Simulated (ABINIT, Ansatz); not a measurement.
## CsPbCl3 (Pm-3m): changed settings of a GW run in ABINIT

Aim: change inputs of a GW run on CsPbCl3 (Pm-3m) and see what moves.

Main program and level: ABINIT 10.8.3; PBE and many-body steps on it, plane waves.

### Step 1. Starting point

It takes space group Pm-3m (No. 221, cubic). The conventional cell has a = 5.605 Å, b = 5.605 Å, c = 5.605 Å, α = 90.00°, β = 90.00°, γ = 90.00°. Cs has 12 Cl at 3.96 Å nearest. Nearest to Pb lie 6 Cl at 2.80 Å. Nearest to Cl lie 2 Pb at 2.80 Å and 4 Cs at 3.96 Å. Farther neighbours and most contacts between anions are not listed.

The cell and positions come from the Crystallography Open Database and are kept as given unless a step says otherwise. Spin-orbit coupling is left out unless a step names it.

### Step 2. Screening, 2×2×2 mesh, 240 bands, screening to 141.5 eV

This step: ABINIT 10.8.3; RPA screening on PBE, plane waves, norm-conserving pseudopotentials.

The RPA dielectric matrix is built and inverted for each q.

Contents of run.abi:

```
acell 3*1.0 Angstrom
rprim 
  5.605000000000 0.000000000000 0.000000000000
  0.000000000000 5.605000000000 0.000000000000
  0.000000000000 0.000000000000 5.605000000000
ntypat 3
znucl 55 82 17
natom 5
typat 1 2 3 3 3
xred 
  0.000000000000 0.000000000000 0.000000000000
  0.500000000000 0.500000000000 0.500000000000
  0.500000000000 0.500000000000 0.000000000000
  0.000000000000 0.500000000000 0.500000000000
  0.500000000000 0.000000000000 0.500000000000
pp_dirpath "pseudos"
pseudos "Cs.upf, Pb.upf, Cl.upf"
ecut 32
ngkpt 2 2 2
nshiftk 1
shiftk 0 0 0
kptopt 1
chksymbreak 0
istwfk *1
occopt 1
irdwfk 1
optdriver 3
nband 240
ecuteps 5.2
inclvkb 2
awtr 1
symchi 1
indata_prefix "in"
outdata_prefix "out"
tmpdata_prefix "tmp"
```

Run with:

```bash
$ OMP_NUM_THREADS=1 mpirun -n 4 abinit run.abi > log
```

What it wrote:

```text
.Version 10.8.3 of ABINIT. v10.8.2 released Aug 2026.

 Symmetries : space group Pm -3 m (#221); Bravais cP (primitive cubic)
[... echo of the input left out ...]
== DATASET  1 ==================================================================
-   mpi_nproc: 4, omp_nthreads: 1 (-1 if OMP is not activated)

--- !DatasetInfo
iteration_state: {dtset: 1, }
dimensions: {natom: 5, nkpt: 4, mband: 240, nsppol: 1, nspinor: 1, nspden: 1, mpw: 10280, }
cutoff_energies: {ecut:  32.0, pawecutdg:  -1.0, }
electrons: {nelect:   5.20000000E+01, charge:   0.00000000E+00, occopt:   1.00000000E+00, tsmear:   1.00000000E-02, }

 SCREENING: Calculation of the susceptibility and dielectric matrices

 Based on a program developped by R.W. Godby, V. Olevano, G. Onida, and L. Reining.
 Incorporated in ABINIT by V. Olevano, G.-M. Rignanese, and M. Torrent.
.Using double precision arithmetic ; gwpc =  8

[... cell and pseudopotentials left out ...]
--------------------------------------------------------------------------------

 ==== K-mesh for the wavefunctions ====
 Number of points in the irreducible wedge :     4
[... list of points left out ...]
 Together with 48 symmetry operations and time-reversal symmetry
 yields     8 points in the full Brillouin Zone.

 ==== Q-mesh for the screening function ====
 Number of points in the irreducible wedge :     4
[... list of points left out ...]
 Together with 48 symmetry operations and time-reversal symmetry
 yields     8 points in the full Brillouin Zone.

 setmesh: FFT mesh size selected  =    40x   40x   40
          total number of points  =        64000

 vcoul_init : cutoff-mode = AUXILIARY_FUNCTION
 q-points for optical limit:   1
     1)      0.000010    0.000020    0.000030

- screening: taking advantage of time-reversal symmetry
- Maximum band index for partially occupied states nbvw = 26
- Remaining bands to be divided among processors   nbcw = 214
- Number of bands treated by each node ~53

 Number of electrons calculated from density =   52.0000; Expected =   52.0000
 average of density, n =  0.043760
 r_s =    1.7604
 omega_plasma =   20.1788 [eV]

 calculating chi0 at frequencies [eV] :
  1    0.000000E+00    0.000000E+00
  2    0.000000E+00    2.017881E+01

--------------------------------------------------------------------------------
  q-point number  1        q = ( 0.000000, 0.000000, 0.000000) [r.l.u.]
--------------------------------------------------------------------------------
[... chi0 elements left out ...]
 For q-point:  0.000010 0.000020 0.000030
  dielectric constant =   7.2238
  dielectric constant without local fields =   8.2198

  Average fulfillment of the sum rule on Im[epsilon] for q-point    1 :     72.24  [%]
[... wings left out ...]
  q-point number  2        q = ( 0.500000, 0.000000, 0.000000) [r.l.u.]
--------------------------------------------------------------------------------
[... chi0 elements left out ...]
  Average fulfillment of the sum rule on Im[epsilon] for q-point    2 :     77.65  [%]

 [... 2 further q-points ...]
```

Wall time 1.8 min (4 MPI ranks of Arm Neoverse V1, shared host); peak memory 2.3 GiB.

Numbers from this step:

```
ε∞ with local fields, on this mesh, along the program's q direction : 7.224
the same without local fields                                       : 8.220
plasma frequency                                                    : 20.18 eV
plane waves in the screening matrix                                 : 691
```

Local fields lower ε∞ by 12 %. On a Γ-centred mesh this coarse the value itself is usually too large, while a short band sum pulls it down.

### Step 3. Base

The self-energy is evaluated for the states that the input lists, and the levels follow from it, in one-shot runs by the linearised quasiparticle equation.

This step: G0W0 on PBE, plane waves, norm-conserving pseudopotentials.

run.abi, as its differences from that of step 2:

```diff
@@ -26,8 +26,17 @@
 irdwfk 1
-optdriver 3
+optdriver 4
 nband 240
+gwcalctyp 0
+ecutsigx 32
+symsigma 1
+nkptgw 2
+kptgw 
+  0.5000000000 0.5000000000 0.5000000000
+  0.0000000000 0.0000000000 0.0000000000
+bdgw 
+  23 29
+  24 29
 ecuteps 5.2
-inclvkb 2
-awtr 1
-symchi 1
+irdscr 1
+ppmodel 1
 indata_prefix "in"
```

What it wrote:

```text
.Version 10.8.3 of ABINIT. v10.8.2 released Aug 2026.

 Symmetries : space group Pm -3 m (#221); Bravais cP (primitive cubic)
[... echo of the input left out ...]
== DATASET  1 ==================================================================
-   mpi_nproc: 4, omp_nthreads: 1 (-1 if OMP is not activated)

--- !DatasetInfo
iteration_state: {dtset: 1, }
dimensions: {natom: 5, nkpt: 4, mband: 240, nsppol: 1, nspinor: 1, nspden: 1, mpw: 10280, }
cutoff_energies: {ecut:  32.0, pawecutdg:  -1.0, }
electrons: {nelect:   5.20000000E+01, charge:   0.00000000E+00, occopt:   1.00000000E+00, tsmear:   1.00000000E-02, }

 SIGMA: Calculation of the GW corrections

 Based on a program developped by R.W. Godby, V. Olevano, G. Onida, and L. Reining.
 Incorporated in ABINIT by V. Olevano, G.-M. Rignanese, and M. Torrent.
.Using double precision arithmetic ; gwpc =  8

[... cell and pseudopotentials left out ...]
--------------------------------------------------------------------------------

 ==== K-mesh for the wavefunctions ====
 Number of points in the irreducible wedge :     4
[... list of points left out ...]
 Together with 48 symmetry operations and time-reversal symmetry
 yields     8 points in the full Brillouin Zone.

 ==== Q-mesh for screening function ====
 Number of points in the irreducible wedge :     4
[... list of points left out ...]
 Together with 48 symmetry operations and time-reversal symmetry
 yields     8 points in the full Brillouin Zone.

 vcoul_init : cutoff-mode = AUXILIARY_FUNCTION
 q-points for optical limit:   1
     1)      0.000010    0.000020    0.000030
 setmesh: FFT mesh size selected  =    54x   54x   54
          total number of points  =       157464

 Number of electrons calculated from density =   52.0000; Expected =   52.0000
 average of density, n =  0.043760
 r_s =    1.7604
 omega_plasma =   20.1788 [eV]

 === KS Band Gaps ===
  >>>> For spin  1
   Minimum direct gap =   1.9318 [eV], located at k-point      :   0.5000  0.5000  0.5000
   Fundamental gap    =   1.9318 [eV], Top of valence bands at :   0.5000  0.5000  0.5000
                                       Bottom of conduction at :   0.5000  0.5000  0.5000
 SIGMA fundamental parameters:
 PLASMON POLE MODEL  1
 number of plane-waves for SigmaX                10251
 number of plane-waves for SigmaC and W            691
 number of plane-waves for wavefunctions         10251
 number of bands                                   240
 number of independent spin polarizations            1
 number of spinorial components                      1
 number of k-points in IBZ                           4
 number of q-points in IBZ                           4
 number of symmetry operations                      48
 number of k-points in BZ                            8
 number of q-points in BZ                            8
 number of frequencies for dSigma/dE                 9
 frequency step for dSigma/dE [eV]                0.25
 number of omega for Sigma on real axis              0
 max omega for Sigma on real axis  [eV]           0.00
 zcut for avoiding poles [eV]                     0.10

 EPSILON^-1 parameters (SCR file):
 dimension of the eps^-1 matrix on file            691
 dimension of the eps^-1 matrix used               691
 number of plane-waves for wavefunctions         10251
 number of bands                                   240
 number of q-points in IBZ                           4
 number of frequencies                               2
 number of real frequencies                          1
 number of imag frequencies                          1

 matrix elements of self-energy operator (all in [eV])

 Perturbative Calculation

--- !SelfEnergy_ee
iteration_state: {dtset: 1, }
kpoint     : [   0.500,    0.500,    0.500, ]
spin       : 1
KS_gap     :    1.932
QP_gap     :    3.212
Delta_QP_KS:    1.280
data: !SigmaeeData |
     Band     E0 <VxcDFT>   SigX SigC(E0)      Z dSigC/dE  Sig(E)    E-E0       E
       23   0.573 -14.257 -18.504   2.908   0.772  -0.296 -15.290  -1.033  -0.460
       24   0.573 -14.257 -18.504   2.908   0.772  -0.296 -15.290  -1.033  -0.460
       25   0.573 -14.257 -18.504   2.908   0.772  -0.296 -15.290  -1.033  -0.460
       26   2.787 -15.725 -17.975   1.562   0.792  -0.263 -16.270  -0.545   2.243
       27   4.719 -10.379  -6.296  -3.188   0.821  -0.217  -9.644   0.736   5.455
       28   4.719 -10.379  -6.296  -3.188   0.821  -0.217  -9.644   0.736   5.455
[...]
--- !SelfEnergy_ee
iteration_state: {dtset: 1, }
kpoint     : [   0.000,    0.000,    0.000, ]
spin       : 1
KS_gap     :    5.879
QP_gap     :    7.175
Delta_QP_KS:    1.296
data: !SigmaeeData |
     Band     E0 <VxcDFT>   SigX SigC(E0)      Z dSigC/dE  Sig(E)    E-E0       E
[...]
27   6.131  -6.348  -2.686  -3.347   0.843  -0.187  -6.083   0.265   6.396
       28   7.070  -6.633  -2.878  -3.243   0.843  -0.186  -6.201   0.432   7.502
       29   7.070  -6.633  -2.878  -3.243   0.843  -0.186  -6.201   0.432   7.502

== END DATASET(S) ==============================================================
================================================================================

 -outvars: echo values of variables after computation  --------
           etotal      0.0000000000E+00
            nband         240
             nkpt           4
          spgroup         221
 [... the other variables as echoed above ...]

 Calculation completed.
```

Elapsed: 74 s, on 4 MPI ranks; peak memory 2.2 GiB; 4.9 min of CPU time.

This step gave:

```yaml
g0w0_gap_on_the_points_computed: 3.212 eV
starting_gap_on_the_mesh: 1.932 eV
k_of_the_valence_top: 0.5, 0.5, 0.5
k_of_the_conduction_bottom: 0.5, 0.5, 0.5
z_at_the_valence_top: 0.792
z_at_the_conduction_bottom: 0.821
least_direct_g0w0_gap_on_the_computed_points: 3.212 eV
```

The gap on the mesh goes from 1.93 eV to 3.21 eV, a correction of +1.28 eV.

### Step 4. More bands than the file holds

run.abi, as its differences from that of step 3:

```diff
@@ -27,3 +27,3 @@
 optdriver 4
-nband 240
+nband 1653
 gwcalctyp 0
```

What it wrote:

```text
.Version 10.8.3 of ABINIT. v10.8.2 released Aug 2026.

 Symmetries : space group Pm -3 m (#221); Bravais cP (primitive cubic)
================================================================================
 Values of the parameters that define the memory need of the present run
     intxc =       0    ionmov =       0      iscf =       7    lmnmax =       8
     lnmax =       8     mgfft =      54  mpssoang =       4    mqgrid =    3001
     natom =       5  nloc_mem =       1    nspden =       1   nspinor =       1
    nsppol =       1      nsym =      48    n1xccc =    2501    ntypat =       3
    occopt =       1   xclevel =       2
-    mband =        1653        mffmem =           1         mkmem =           1
       mpw =       10280          nfft =      157464          nkpt =           4
================================================================================
  Rough estimation (10% accuracy) of disk space for files :
================================================================================

--------------------------------------------------------------------------------
------------- Echo of variables that govern the present computation ------------
--------------------------------------------------------------------------------
 -outvars: echo values of preprocessed input variables --------
            acell      1.8897261259E+00  1.8897261259E+00  1.8897261259E+00 Bohr

             bdgw          23      29      24      29
      chksymbreak           0
             ecut      3.20000000E+01 Hartree
          ecuteps      5.20000000E+00 Hartree
         ecutsigx      3.20000000E+01 Hartree
          ecutwfn      3.20000000E+01 Hartree
-          fftalg         312
           irdscr           1
           irdwfk           1

[...]
R(2)=  0.0000000 10.5919149  0.0000000  G(2)=  0.0000000  0.0944116  0.0000000
 R(3)=  0.0000000  0.0000000 10.5919149  G(3)=  0.0000000  0.0000000  0.0944116
 Unit cell volume ucvol=  1.1882928E+03 bohr^3
 Angles (23,13,12)=  9.00000000E+01  9.00000000E+01  9.00000000E+01 degrees

--- Pseudopotential description ------------------------------------------------
- Cs Generated using ONCVPSP code by D. R. Hamann
- 55.00000   9.00000  171031                  znucl, zion, pspdat
12 -101130 3 -1 2414                          pspcod,pspxc,lmax,lloc,mmax
     nproj     2     2     2     2
  pspatm : epsatm=   22.81663564
         --- l  ekb(1:nproj) -->
[...]
pspatm: atomic psp has been read  and splines computed

- Pb Generated using ONCVPSP code by D. R. Hamann
- 82.00000  22.00000  220131                  znucl, zion, pspdat
12 -101130 3 -1 1692                          pspcod,pspxc,lmax,lloc,mmax
     nproj     2     2     2     1
  pspatm : epsatm=   27.21822286
         --- l  ekb(1:nproj) -->
[...]
3    9.337611
 pspatm: atomic psp has been read  and splines computed

- Cl Generated using ONCVPSP code by D. R. Hamann
- 17.00000   7.00000  171031                  znucl, zion, pspdat
12 -101130 2 -1 1028                          pspcod,pspxc,lmax,lloc,mmax
     nproj     2     2     2     0
  pspatm : epsatm=    9.12776517
         --- l  ekb(1:nproj) -->
[...]
1    3.821713    1.107519
             2   -2.938609   -0.805455
 pspatm: atomic psp has been read  and splines computed

   4.02574401E+03                                ecore*ucvol(ha*bohr**3)
--------------------------------------------------------------------------------

--- !ERROR
message: |
    Number of bands stored WFK file is less than required.
    WFK mband: 605, self-energy nband: 1653

--- !ERROR
message: |
    Number of bands stored WFK file is less than required.
    WFK mband: 605, self-energy nband: 1653

--- from the log ---
Number of bands stored WFK file is less than required.
    WFK mband: 605, self-energy nband: 1653
```

Wall time 3.3 s (4 MPI ranks); peak memory 0.2 GiB.

The run stopped with an error after 3.3 s.

The program's words: Number of bands stored WFK file is less than required. WFK mband: 605, self-energy nband: 1653

The fault put into this input: more bands than the file holds.

### Step 5. The runs together

Times are wall times on 4 MPI ranks of Arm Neoverse V1, shared host, good to a factor of about two. A run's time includes the screening step that it read.

```
 run   mesh  bands  screening cutoff (eV)  DFT gap (eV)  gap on the mesh (eV)  direct (eV)  ε∞ used     time
base  2×2×2    240                  141.5         1.932                 3.212        3.212     7.22  3.1 min
```

### Step 6. What came out

| Property | Result |
| --- | --- |
| base | 3.212 eV |
| known limits | not at the basis limit; no spin-orbit coupling; coarse k mesh |

Bands and cutoff are finite, so the gap is not at the basis limit. The miss can reach some tenths of an eV and take either sign; the mesh is an error of its own. In the G0W0 run levels were corrected at 2 k points alone, so a gap called «on the mesh» is the least over those, and an edge elsewhere would be missed. The 2×2×2 mesh is coarse for this cell, which bears on the long-range parts of exchange and screening. Where an edge is built on 6p states of lead, bismuth or thallium, scalar-relativistic gaps usually stand too wide, by a few tenths to over one eV. This is the ideal cubic cell; many perovskites, halides above all, are cubic only on average, and local tilts or off-centring can widen the gap. The many-body steps are scalar-relativistic: spin-orbit coupling is not in them.

[Paths, hosts, dates, memory and timing lines, banners, echoed tables and standing remarks are left out of the program output.]

[Logs are printed without paths, hosts, clocks, repeated set-up lines and the standing remarks that a program may print on its own settings, such as how far it seeks lower states.]

[Runs of the session that timed out or met a known fault of the program may be left out.]

[Hosts, paths, dates, database ids (printed as entryN), source tags and the programs' standing remarks are cut or masked in the printed files.]

[G0W0 gaps are taken among the corrected bands and points alone; a level outside them can change the order at an edge.]

[Where Ansatz stands beside ABINIT at settings called matched, ABINIT's density can come from a denser mesh and the files from another edition; pairs whose starting gaps differed by over 0.03 eV were left out, so agreement reads better than it is.]
